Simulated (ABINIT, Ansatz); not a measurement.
An input for ABINIT 10.8.3 (YHSe (P-6m2)):

```
acell 3*1.0 Angstrom
rprim 
  3.840931335803 -0.000000000001 0.000000000000
  -1.920465667901 3.326344110998 0.000000000000
  0.000000000000 0.000000000000 3.915549560000
ntypat 3
znucl 39 1 34
natom 3
typat 1 2 3
xred 
  0.000000000000 0.000000000000 0.000000000000
  0.333333333333 0.666666666667 0.000000000000
  0.666666666667 0.333333333333 0.500000000000
pp_dirpath "pseudos"
pseudos "Y.upf, H.upf, Se.upf"
ecut 39
ngkpt 3 3 4
nshiftk 1
shiftk 0 0 0
kptopt 1
chksymbreak 0
iscf -2
irdden 1
istwfk *1
nband 103
nbdbuf 8
tolwfr 1e-09
nstep 60
prtvol 0
indata_prefix "in"
outdata_prefix "out"
tmpdata_prefix "tmp"
```

```sh
OMP_NUM_THREADS=1 mpirun -n 4 abinit run.abi > log
```

Question: Estimate wall time and host memory on 4 MPI ranks of Arm Neoverse V1, shared host.

It took 50 s; on shared hardware allow 25 s to 1.7 min. Peak host memory was 0.32 GiB.

[Paths, hosts, dates, memory and timing lines, banners, echoed tables and standing remarks are left out of the program output.]

[Logs are printed without paths, hosts, clocks, repeated set-up lines and the standing remarks that a program may print on its own settings, such as how far it seeks lower states.]

[Runs of the session that timed out or met a known fault of the program may be left out.]

[Hosts, paths, dates, database ids (printed as entryN), source tags and the programs' standing remarks are cut or masked in the printed files.]

[G0W0 gaps are taken among the corrected bands and points alone; a level outside them can change the order at an edge.]

[Where Ansatz stands beside ABINIT at settings called matched, ABINIT's density can come from a denser mesh and the files from another edition; pairs whose starting gaps differed by over 0.03 eV were left out, so agreement reads better than it is.]
